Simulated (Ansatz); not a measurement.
# A thicker film of LiF (001) from five thinner ones

In a field along its normal an insulating film takes a dipole p. Written as a length, p/(ε₀AE), it should grow by 1 − 1/ε for each ångström added.

**Method.** Ansatz 0.2.0, plane waves with PAW datasets (its set soft_2), PBE; rocksalt films relaxed at a bulk in-plane lattice constant near the measured one, then held in weak fields of both signs with a dipole correction (A is the cell's area, E the outer field).

```
     run  distance between the outer atoms (Å)  p/(ε₀AE) (Å)
 3 units                                 4.134         3.495
 4 units                                 6.185         4.546
 5 units                                 8.235         5.600
 6 units                                10.283         6.653
 8 units                                14.389         8.764
10 units                                18.489             ?
```

Q: Estimate the withheld value from the rows shown.

A least-squares line through the 5 rows shown has slope 0.5139 and intercept 1.3688; no row lies more than 0.002 Å off it. That slope means ε = 1/(1 − 0.5139) = 2.06. At 18.489 it gives 0.5139 × 18.489 + 1.3688 = 10.870 Å, beyond the rows fitted. Rounding and scatter of the rows alone allow about ±0.003 Å there.

The run itself gives 10.871 Å: a miss of +0.001 Å, or 0.0 % of the value. The length is met to within 1 %, though ε is more sensitive than the length: the two thickest films give ε = 2.06.

Caveats: This is the electronic response alone. A unit is one step of the cut along the normal (a plane, a pair of planes or a cell), and the layers relax along it, away from their bulk spacing where the functional's lattice constant differs from the one held.

[Logs are printed without paths, hosts, clocks, repeated set-up lines and the standing remarks that a program may print on its own settings, such as how far it seeks lower states.]
